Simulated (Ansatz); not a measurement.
**SrCaSeS: complex band structure**

A new crystal, SrCaSeS: structure, gap and complex bands. It is built by putting Se for part of the S in the SrCaS2 structure of space group P4/mmm, with the volume rescaled by atomic radii. The parent structure comes from the Materials Project.

Program: Ansatz 0.2.0. Level of theory: PBE DFT, plane waves, PAW files, in the first sound run; inputs show where later runs differ. Results are calculated unless marked as measured.

Report form: the programs' logs are mostly left out.

The structure was built from a prototype and need not be the compound's stable phase.

### 1. Set-up

Symmetry: P4/mmm, No. 123, tetragonal system. Conventional cell: a = 4.229 Å, b = 4.229 Å, c = 5.978 Å, α = 90.00°, β = 90.00°, γ = 90.00°. Sr has 2 Se at 2.99 Å and 4 S at 2.99 Å nearest. Nearest to Ca lie 2 S at 2.99 Å and 4 Se at 2.99 Å. Nearest to Se lie 2 Sr at 2.99 Å and 4 Ca at 2.99 Å. Nearest to S lie 2 Ca at 2.99 Å and 4 Sr at 2.99 Å. It derives from SrCaS2. Se for part of the S in the SrCaS2 structure of space group P4/mmm. Farther neighbours and most contacts between anions are not listed.

### 2. Cell and atoms at rest

The substituted atoms don't fit the parent's cell, so cell and atoms relax together. A small smearing keeps the run stable in case the gap closes on the way.

Input file input.yaml:

```yaml
crystal:
  lattice:
    - [4.2287873782, 0.0, 0.0]
    - [0.0, 4.2287873782, 0.0]
    - [0.0, 0.0, 5.9782486988]
  atoms:
    - { symbol: Sr, position: [0.0, 0.0, 0.0] }
    - { symbol: Ca, position: [0.5, 0.5, 0.5] }
    - { symbol: Se, position: [0.0, 0.0, 0.5] }
    - { symbol: S, position: [0.5, 0.5, 0.0] }
kpoints:
  mp_grid: { grid: [6, 6, 4] }
scf:
  occupations: { method: gaussian, width: 0.03 }
hamiltonian:
  xc: pbe
output:
  forces: true
  stress: true
relax:
  f_tol: 0.02
  max_steps: 60
  cell: {}
```

Command:

```sh
ansatz run input.yaml --threads 2 --pin off --max-ram 4096MiB --backend cpu --events-out ev --progress --plain --runs-dir out
```

It took 12 s on 2 threads of Intel Xeon Platinum 8259CL at 2.50GHz (Skylake/Cascade Lake), shared host; peak memory 0.5 GiB.

The steps of the relaxation:

```tsv
step	energy less that of the first step (eV)	largest force component (eV/Å)	pressure (GPa)	volume (Å³)
1	0.0000	0.0000	0.98	106.91
2	-0.0072	0.0000	-0.46	110.09
3	-0.0088	0.0000	-0.04	109.12
4	-0.0088	0.0000	0.00	109.03
5*	-0.0089	0.0000	0.00	109.03
```

Relaxation steps marked * repeat the geometry before them on a plane-wave basis chosen anew for their cell, so energy and pressure can jump there.

Forces are held to the 16 operations that the run works with; a distortion that breaks them can't arise in this run.

```tsv
conventional cell, symmetrised	before	after	change
a (Å)	4.229	4.241	+0.3 %
b (Å)	4.229	4.241	+0.3 %
c (Å)	5.978	6.063	+1.4 %
volume (Å³/atom)	26.73	27.26	+2.0 %
```

Final coordinates:

```cif
data_structure
_symmetry_space_group_name_H-M 'P 1'
_symmetry_Int_Tables_number 1
_cell_length_a 4.2407
_cell_length_b 4.2407
_cell_length_c 6.0627
_cell_angle_alpha 90.000
_cell_angle_beta 90.000
_cell_angle_gamma 90.000
_cell_volume 109.03
loop_
_atom_site_label
_atom_site_type_symbol
_atom_site_fract_x
_atom_site_fract_y
_atom_site_fract_z
_atom_site_occupancy
Sr1 Sr 0.00000 0.00000 0.00000 1
Ca2 Ca 0.50000 0.50000 0.50000 1
Se3 Se 0.00000 0.00000 0.50000 1
S4 S 0.50000 0.50000 0.00000 1
```

This step gave:

```yaml
free_energy: -11740.5360 eV
fermi_energy: 7.310 eV
pressure: 4.16e-4 GPa
```

The largest force component on a free atom ends at 3.6e-30 eV/Å.

### 3. Band edges

The energy window and the wavevectors of the next steps follow from the band edges, so these are searched first, off the mesh as well.

Input file input.yaml:

```yaml
crystal:
  lattice:
    - [4.240694184, 0.0, 0.0]
    - [0.0, 4.240694184, 0.0]
    - [0.0, 0.0, 6.0627494763]
  atoms:
    - { symbol: Sr, position: [0.0, 0.0, 0.0] }
    - { symbol: Ca, position: [0.5, 0.5, 0.5] }
    - { symbol: Se, position: [0.0, 0.0, 0.5] }
    - { symbol: S, position: [0.5, 0.5, 0.0] }
kpoints:
  mp_grid: { grid: [6, 6, 4] }
  band_path: { path: [VBM, CBM], npoints: 30 }
scf:
  occupations: { method: fixed }
hamiltonian:
  xc: pbe
output:
  eigenvalues: true
  write_potential: true
  write_density: true
  volumetric_format: npy
```

Run time: 8.9 s. Hardware: 2 threads; peak memory 0.45 GiB; 17 s of CPU time.

Numbers from this step:

```yaml
fermi_energy: 6.167 eV
gap_on_the_k_mesh: 2.287 eV
gap_on_path: 2.287 eV, by band count; negative where bands overlap
direct_gap_on_path: 2.287 eV
edge_places_on_path: 0, 0 1/A along the path
```

Levels at VBM (eV): -1.91, -0.66, -0.66, -0.02, -0.02, 0.00, 2.29, 3.29, 4.02, 4.02, 4.02.

The searched edges give 2.29 eV, as on the mesh.

### 4. Complex bands, plane (100), k-mesh 6×4×6

This step: PBE DFT, plane waves, PAW files; complex bands by layer matching along the plane's normal (Ansatz 0.2.0).

The same crystal is laid in a cell whose first two vectors span the (100) plane (indices of the standard conventional cell, whose axes can be ordered otherwise than in the bulk input). At fixed energy and wavevector in the plane the solver finds all kz, real and complex. A few wavevectors are listed, (0, 0) and (0.5, 0) in units of the plane's reciprocal vectors; the slowest state needn't be among them.

Input file input.yaml:

```yaml
crystal:
  lattice:
    - [4.240694184, 0.0, 0.0]
    - [0.0, 6.062749476, 0.0]
    - [0.0, 0.0, 4.240694184]
  atoms:
    - { symbol: Sr, position: [0.0, 0.0, 0.0] }
    - { symbol: Ca, position: [0.5, 0.5, 0.5] }
    - { symbol: Se, position: [0.0, 0.5, 0.0] }
    - { symbol: S, position: [0.5, 0.0, 0.5] }
kpoints:
  mp_grid: { grid: [6, 4, 6] }
scf:
  occupations: { method: fixed }
hamiltonian:
  xc: pbe
output:
  eigenvalues: true
  transmission:
    leads: [[0, 0]]
    kpoints: [[0.0, 0.0], [0.5, 0.0]]
    e_range: [-1.0, 3.29]
    de: 0.07
```

Elapsed: 47 s, on 2 threads; peak memory 0.75 GiB.

Numbers from this step:

```yaml
level_to_which_the_leads_are_filled: 1.144 eV from the Fermi level
decay_constant_at_the_filling_level_zone_centre: 0.1992 Å⁻¹
decay_constant_at_the_filling_level_slowest_listed_point: 0.1992 Å⁻¹
```

K parallel (0, 0); values up to 1.5 1/Å, a degenerate pair printed once or twice; energies at which all values exceed this have no row. The Im kz of the slowest decaying states by energy, zero at the highest filled level on the SCF mesh:

```tsv
energy (eV)	decay 1 (Å⁻¹)	decay 2 (Å⁻¹)	decay 3 (Å⁻¹)	decay 4 (Å⁻¹)
-1.00	0.0583	0.0683	0.761	0.879
-0.86	0.750	0.867	1.09	1.25
-0.65	0.0295	0.0667	0.733	0.848
-0.51	0.106	0.232	0.722	0.836
-0.30	0.157	0.332	0.705	0.816
-0.16	0.179	0.373	0.694	0.803
-0.02	0.197	0.404	0.682	0.789
0.05	0.0638	0.110	0.131	0.204
0.19	0.108	0.185	0.216	0.253
0.40	0.146	0.229	0.248	0.365
0.54	0.163	0.235	0.276	0.425
0.68	0.176	0.239	0.299	0.484
0.89	0.189	0.242	0.324	0.499
1.03	0.196	0.241	0.336	0.505
1.24	0.200	0.238	0.351	0.510
1.38	0.200	0.234	0.358	0.513
1.59	0.192	0.227	0.365	0.514
1.73	0.181	0.222	0.367	0.514
1.87	0.164	0.217	0.369	0.508
2.08	0.122	0.209	0.368	0.489
2.22	0.0721	0.203	0.367	0.476
2.43	0.190	0.362	0.457	0.488
2.57	0.179	0.357	0.443	0.466
2.78	0.158	0.347	0.416	0.438
2.92	0.139	0.339	0.392	0.424
3.13	0.0959	0.324	0.350	0.405
3.27	0.0339	0.312	0.318	0.394
```

K parallel (0, 0). The Re kz of states that move upwards by energy, zero at the highest filled level on the SCF mesh:

```tsv
energy (eV)	channel 1 (Å⁻¹)	channel 2 (Å⁻¹)	channel 3 (Å⁻¹)	channel 4 (Å⁻¹)	channel 5 (Å⁻¹)
-1.0000	-0.480	-0.307	-0.177	-	-
-0.7200	-0.558	-0.469	-0.243	-0.160	-0.0694
-0.5100	-0.450	-0.355	-0.194	-	-
-0.2300	-0.290	-0.211	-0.120	-	-
-0.0200	-0.0834	-0.0177	-0.0102	-	-
0.2600	-	-	-	-	-
0.4700	-	-	-	-	-
0.7500	-	-	-	-	-
1.0300	-	-	-	-	-
1.2400	-	-	-	-	-
1.5200	-	-	-	-	-
1.7300	-	-	-	-	-
2.0100	-	-	-	-	-
2.2200	-	-	-	-	-
2.5000	0.136	-	-	-	-
2.7800	0.218	-	-	-	-
2.9900	0.269	-	-	-	-
3.2700	0.330	-	-	-	-
```

K parallel (0.5, 0); values up to 1.5 1/Å, a degenerate pair printed once or twice; energies at which all values exceed this have no row. Table of Im kz of the slowest decaying states by energy, zero at the highest filled level on the SCF mesh:

```tsv
energy (eV)	decay 1 (Å⁻¹)	decay 2 (Å⁻¹)	decay 3 (Å⁻¹)	decay 4 (Å⁻¹)
-1.00	0.158	0.651	0.786	1.20
-0.79	0.149	0.263	0.702	0.787
-0.58	0.107	0.131	0.275	0.341
-0.37	0.164	0.217	0.255	0.333
-0.16	0.266	0.274	0.312	0.365
-0.02	0.301	0.302	0.338	0.378
0.05	0.313	0.314	0.348	0.382
0.26	0.338	0.344	0.373	0.390
0.47	0.349	0.368	0.390	0.390
0.68	0.350	0.384	0.386	0.402
0.89	0.343	0.372	0.402	0.411
1.10	0.330	0.354	0.414	0.416
1.38	0.302	0.322	0.419	0.426
1.59	0.273	0.289	0.418	0.433
1.80	0.234	0.248	0.416	0.438
2.01	0.181	0.191	0.412	0.441
2.22	0.0928	0.0978	0.406	0.443
2.43	0.398	0.444	0.508	0.670
2.64	0.388	0.443	0.503	0.656
2.85	0.377	0.440	0.497	0.641
3.06	0.364	0.437	0.489	0.624
3.27	0.349	0.432	0.480	0.606
```

At the listed wavevectors the last open channel is at -0.02 eV and the next at +2.29 eV on the grid. At +1.17 eV, the grid energy nearest the filling level (the middle of the gap on the SCF mesh), the slowest state at the listed wavevectors decays with κ = 0.199 Å⁻¹, its amplitude falling by e over 5.0 Å. Through 1 nm of this crystal that state's transmission falls by exp(−2 × 0.199 Å⁻¹ × 10 Å) = 0.019.

### 5. Decay over the two-dimensional zone

The listed points could miss the slowest state, so one energy near mid-gap is solved on a mesh of 8×6.

input.yaml: that of step 4 with these lines changed.

```diff
@@ -18,6 +18,2 @@
   eigenvalues: true
-  transmission:
-    leads: [[0, 0]]
-    kpoints: [[0.0, 0.0], [0.5, 0.0]]
-    e_range: [-1.0, 3.29]
-    de: 0.07
+  transmission: { leads: [[0, 0]], kmesh: [8, 6], e_range: [1.14, 1.15], de: 0.05 }
```

Run time: 22 s. Hardware: 2 threads; peak memory 0.76 GiB.

Numbers from this step:

| Item | Value |
| --- | --- |
| least decay constant on the mesh | 0.1986 Å⁻¹ |

Slowest decay constant (1/Å; 0 where a channel is open) over k1 and k2. At 1.1400 eV from the Fermi level.

Ten even steps from '0' (0.199) to '9' (0.463):
```
98521258
79520259
46520256
79520259
98521258
97521257
```
Columns: k1 (b1) from -0.5 to 0.375; rows upwards: k2 (b2) from -0.5 to 0.333.

The least value on the mesh is 0.199 Å⁻¹ at +1.14 eV. At that energy the listed points give about 0.199 Å⁻¹ by interpolation, so the mesh holds no clearly slower state.

### 6. Complex bands, plane (001), k-mesh 6×6×4

The same for the (001) plane, at (0, 0) and (0.5, 0), to see how the decay depends on direction.

Input file input.yaml:

```yaml
crystal:
  lattice:
    - [4.240694184, 0.0, 0.0]
    - [0.0, 4.240694184, 0.0]
    - [0.0, 0.0, 6.062749476]
  atoms:
    - { symbol: Sr, position: [0.0, 0.0, 0.0] }
    - { symbol: Ca, position: [0.5, 0.5, 0.5] }
    - { symbol: Se, position: [0.0, 0.0, 0.5] }
    - { symbol: S, position: [0.5, 0.5, 0.0] }
kpoints:
  mp_grid: { grid: [6, 6, 4] }
scf:
  occupations: { method: fixed }
hamiltonian:
  xc: pbe
output:
  eigenvalues: true
  transmission:
    leads: [[0, 0]]
    kpoints: [[0.0, 0.0], [0.5, 0.0]]
    e_range: [-1.0, 3.29]
    de: 0.09
```

Run time: 20 s. Hardware: 2 threads; peak memory 0.55 GiB; 28 s of CPU time.

Numbers from this step:

```
decay constant at the filling level, zone centre          : 0.1871 Å⁻¹
decay constant at the filling level, slowest listed point : 0.1871 Å⁻¹
```

K parallel (0, 0); values up to 1.5 1/Å, a degenerate pair printed once or twice; energies at which all values exceed this have no row. Table of Im kz of the slowest decaying states by energy, zero at the highest filled level on the SCF mesh:

```tsv
energy (eV)	decay 1 (Å⁻¹)	decay 2 (Å⁻¹)	decay 3 (Å⁻¹)	decay 4 (Å⁻¹)
-1.00	0.389	0.646	1.02	1.23
-0.73	0.381	0.412	0.602	0.979
-0.37	0.431	0.784	0.923	1.16
-0.10	0.441	0.826	0.879	1.12
-0.01	0.0541	0.444	0.836	0.863
0.17	0.0902	0.236	0.448	0.831
0.53	0.147	0.347	0.452	0.762
0.80	0.170	0.384	0.453	0.705
1.16	0.187	0.408	0.451	0.619
1.43	0.193	0.414	0.447	0.544
1.70	0.195	0.412	0.442	0.455
2.06	0.190	0.287	0.401	0.432
2.33	0.180	0.386	0.423	0.751
2.60	0.164	0.366	0.412	0.696
2.96	0.0730	0.125	0.329	0.395
3.23	0.0577	0.292	0.377	0.547
```

K parallel (0.5, 0); values up to 1.5 1/Å, a degenerate pair printed once or twice; energies at which all values exceed this have no row. Table of Im kz of the slowest decaying states by energy, zero at the highest filled level on the SCF mesh:

```tsv
energy (eV)	decay 1 (Å⁻¹)	decay 2 (Å⁻¹)	decay 3 (Å⁻¹)	decay 4 (Å⁻¹)
-1.00	0.138	0.386	0.526	0.569
-0.73	0.234	0.430	0.433	0.571
-0.37	0.310	0.477	0.540	0.652
-0.10	0.340	0.494	0.579	0.678
-0.01	0.348	0.498	0.588	0.680
0.17	0.362	0.504	0.602	0.683
0.53	0.383	0.509	0.620	0.680
0.80	0.395	0.508	0.625	0.671
1.16	0.409	0.503	0.627	0.652
1.43	0.419	0.496	0.624	0.632
1.70	0.430	0.487	0.605	0.618
2.06	0.455	0.471	0.551	0.607
2.33	0.456	0.489	0.596	0.635
2.60	0.438	0.472	0.583	0.612
2.96	0.410	0.444	0.562	0.577
3.23	0.385	0.418	0.543	0.546
```

At the listed wavevectors the last open channel is at -0.01 eV and the next at +2.33 eV on the grid. At +1.16 eV, the grid energy nearest the filling level (the middle of the gap on the SCF mesh), the slowest state at the listed wavevectors decays with κ = 0.187 Å⁻¹, its amplitude falling by e over 5.3 Å; the first such run, plane (100), gave 0.199 Å⁻¹.

### 7. Band edges at another level, cutoff 1170.09 eV

This step: PBE DFT, plane waves, norm-conserving files (Ansatz 0.2.0).

The edges again with norm-conserving files, at the same atoms. Against that run the cutoff is 1170 eV against 420.

Input file input.yaml:

```yaml
crystal:
  lattice:
    - [4.240694184, 0.0, 0.0]
    - [0.0, 4.240694184, 0.0]
    - [0.0, 0.0, 6.0627494763]
  atoms:
    - { symbol: Sr, position: [0.0, 0.0, 0.0] }
    - { symbol: Ca, position: [0.5, 0.5, 0.5] }
    - { symbol: Se, position: [0.0, 0.0, 0.5] }
    - { symbol: S, position: [0.5, 0.5, 0.0] }
kpoints:
  mp_grid: { grid: [6, 6, 4] }
  band_path: { path: [VBM, CBM], npoints: 30 }
scf:
  occupations: { method: fixed }
hamiltonian:
  xc: pbe
  pseudopotentials: { kind: nc }
output:
  eigenvalues: true
```

Run time: 37 s. Hardware: 2 threads; peak memory 0.68 GiB; 73 s of CPU time.

This step gave:

```yaml
free_energy: -5591.7002 eV
fermi_energy: 6.353 eV
gap_on_the_k_mesh: 2.289 eV
gap_on_path: 2.289 eV, by band count; negative where bands overlap
direct_gap_on_path: 2.289 eV
```

Levels at VBM (eV): -1.91, -0.66, -0.66, -0.02, -0.02, 0.00, 2.29, 3.29, 4.02, 4.02, 4.02.

The searched edges give 2.29 eV, as on the mesh.

### 8. Complex bands at another level, cutoff 1170.09 eV

This step: PBE DFT, plane waves, norm-conserving files; complex bands by layer matching along the plane's normal (Ansatz 0.2.0).

The complex bands at that level, over its own gap, at (0, 0) and (0.5, 0).

Input file input.yaml:

```yaml
crystal:
  lattice:
    - [4.240694184, 0.0, 0.0]
    - [0.0, 6.062749476, 0.0]
    - [0.0, 0.0, 4.240694184]
  atoms:
    - { symbol: Sr, position: [0.0, 0.0, 0.0] }
    - { symbol: Ca, position: [0.5, 0.5, 0.5] }
    - { symbol: Se, position: [0.0, 0.5, 0.0] }
    - { symbol: S, position: [0.5, 0.0, 0.5] }
kpoints:
  mp_grid: { grid: [6, 4, 6] }
scf:
  occupations: { method: fixed }
hamiltonian:
  xc: pbe
  pseudopotentials: { kind: nc }
output:
  eigenvalues: true
  transmission:
    leads: [[0, 0]]
    kpoints: [[0.0, 0.0], [0.5, 0.0]]
    e_range: [-1.0, 3.29]
    de: 0.07
```

The job ended after 7.7 min (2 threads; peak memory 3 GiB; 13 min of CPU time).

This step gave:

- decay constant at the filling level, zone centre: 0.1992 Å⁻¹
- decay constant at the filling level, slowest listed point: 0.1992 Å⁻¹

K parallel (0, 0); values up to 1.5 1/Å, a degenerate pair printed once or twice; energies at which all values exceed this have no row. The Im kz of the slowest decaying states by energy, zero at the highest filled level on the SCF mesh:

```tsv
energy (eV)	decay 1 (Å⁻¹)	decay 2 (Å⁻¹)	decay 3 (Å⁻¹)	decay 4 (Å⁻¹)
-1.00	0.0581	0.0672	0.761	0.879
-0.79	0.745	0.861	1.08	1.25
-0.58	0.0791	0.176	0.728	0.842
-0.37	0.143	0.306	0.711	0.823
-0.16	0.179	0.373	0.694	0.803
-0.02	0.197	0.405	0.682	0.789
0.05	0.0638	0.110	0.131	0.204
0.26	0.123	0.210	0.221	0.295
0.47	0.155	0.232	0.263	0.396
0.68	0.176	0.239	0.299	0.484
0.89	0.189	0.242	0.324	0.499
1.10	0.198	0.241	0.342	0.507
1.38	0.200	0.234	0.358	0.513
1.59	0.192	0.227	0.365	0.514
1.80	0.174	0.220	0.369	0.514
2.01	0.139	0.212	0.369	0.495
2.22	0.0729	0.203	0.367	0.476
2.43	0.190	0.362	0.457	0.488
2.64	0.173	0.354	0.435	0.456
2.85	0.149	0.343	0.405	0.431
3.06	0.113	0.329	0.364	0.411
3.27	0.0318	0.312	0.318	0.394
```

K parallel (0, 0). The Re kz of states that move upwards by energy, zero at the highest filled level on the SCF mesh:

```tsv
energy (eV)	channel 1 (Å⁻¹)	channel 2 (Å⁻¹)	channel 3 (Å⁻¹)	channel 4 (Å⁻¹)	channel 5 (Å⁻¹)
-1.0000	-0.480	-0.307	-0.177	-	-
-0.7200	-0.558	-0.469	-0.243	-0.160	-0.0692
-0.5100	-0.450	-0.356	-0.194	-	-
-0.2300	-0.290	-0.211	-0.120	-	-
-0.0200	-0.0834	-0.0180	-0.0103	-	-
0.2600	-	-	-	-	-
0.4700	-	-	-	-	-
0.7500	-	-	-	-	-
1.0300	-	-	-	-	-
1.2400	-	-	-	-	-
1.5200	-	-	-	-	-
1.7300	-	-	-	-	-
2.0100	-	-	-	-	-
2.2200	-	-	-	-	-
2.5000	0.136	-	-	-	-
2.7800	0.217	-	-	-	-
2.9900	0.268	-	-	-	-
3.2700	0.330	-	-	-	-
```

K parallel (0.5, 0); values up to 1.5 1/Å, a degenerate pair printed once or twice; energies at which all values exceed this have no row. Im kz of the slowest decaying states against energy, zero at the highest filled level on the SCF mesh:

```tsv
energy (eV)	decay 1 (Å⁻¹)	decay 2 (Å⁻¹)	decay 3 (Å⁻¹)	decay 4 (Å⁻¹)
-1.0000	0.157	0.652	0.783	1.20
-0.7200	0.207	0.295	0.718	0.785
-0.5100	0.156	0.188	0.299	0.360
-0.2300	0.242	0.258	0.297	0.356
-0.0200	0.301	0.303	0.338	0.378
0.2600	0.338	0.344	0.373	0.390
0.4700	0.349	0.368	0.390	0.390
0.7500	0.349	0.380	0.392	0.406
1.0300	0.335	0.361	0.410	0.415
1.2400	0.318	0.340	0.418	0.421
1.5200	0.284	0.301	0.419	0.431
1.7300	0.249	0.263	0.417	0.437
2.0100	0.182	0.192	0.412	0.442
2.2200	0.0939	0.0990	0.406	0.444
2.5000	0.395	0.444	0.506	0.665
2.7800	0.381	0.442	0.499	0.646
2.9900	0.369	0.438	0.492	0.630
3.2700	0.349	0.432	0.480	0.606
```

At the listed wavevectors the last open channel is at -0.02 eV and the next at +2.29 eV on the grid. At +1.17 eV, the grid energy nearest the filling level (the middle of the gap on the SCF mesh), the slowest state at the listed wavevectors decays with κ = 0.199 Å⁻¹, its amplitude falling by e over 5.0 Å; the first such run, plane (100), gave 0.199 Å⁻¹.

### 9. What came out

* band gap: 2.29 eV
* least decay constant at mid-gap, normal to (100): 0.199 Å⁻¹
* least decay constant at mid-gap, normal to (001): 0.187 Å⁻¹
* least decay constant on a mesh, normal to (100): 0.199 Å⁻¹
* least decay constant, norm-conserving files: 0.199 Å⁻¹

**Reading.** With PBE, the slowest decay at the wavevectors tried is κ = 0.187 Å⁻¹, normal to (001). Through such a film the transmission near mid-gap falls as exp(−2κd), a factor of ten every 6.2 Å. The directions tried decay at nearly the same rate. A free electron under a barrier of half the gap would need a mass of 0.12 mₑ to decay at this rate. With norm-conserving files the gap goes from 2.29 to 2.29 eV and the decay constant, over the first 2 listed wavevectors, from 0.199 to 0.199 Å⁻¹. The compound is made up by substitution; its stability against other phases and against distortions of the cell's symmetry was not tested. A semilocal functional narrows gaps, so real decay constants are likely larger.

[Logs are printed without paths, hosts, clocks, repeated set-up lines and the standing remarks that a program may print on its own settings, such as how far it seeks lower states.]

[Hosts, paths, dates, database ids (printed as entryN), source tags and the programs' standing remarks are cut or masked in the printed files.]
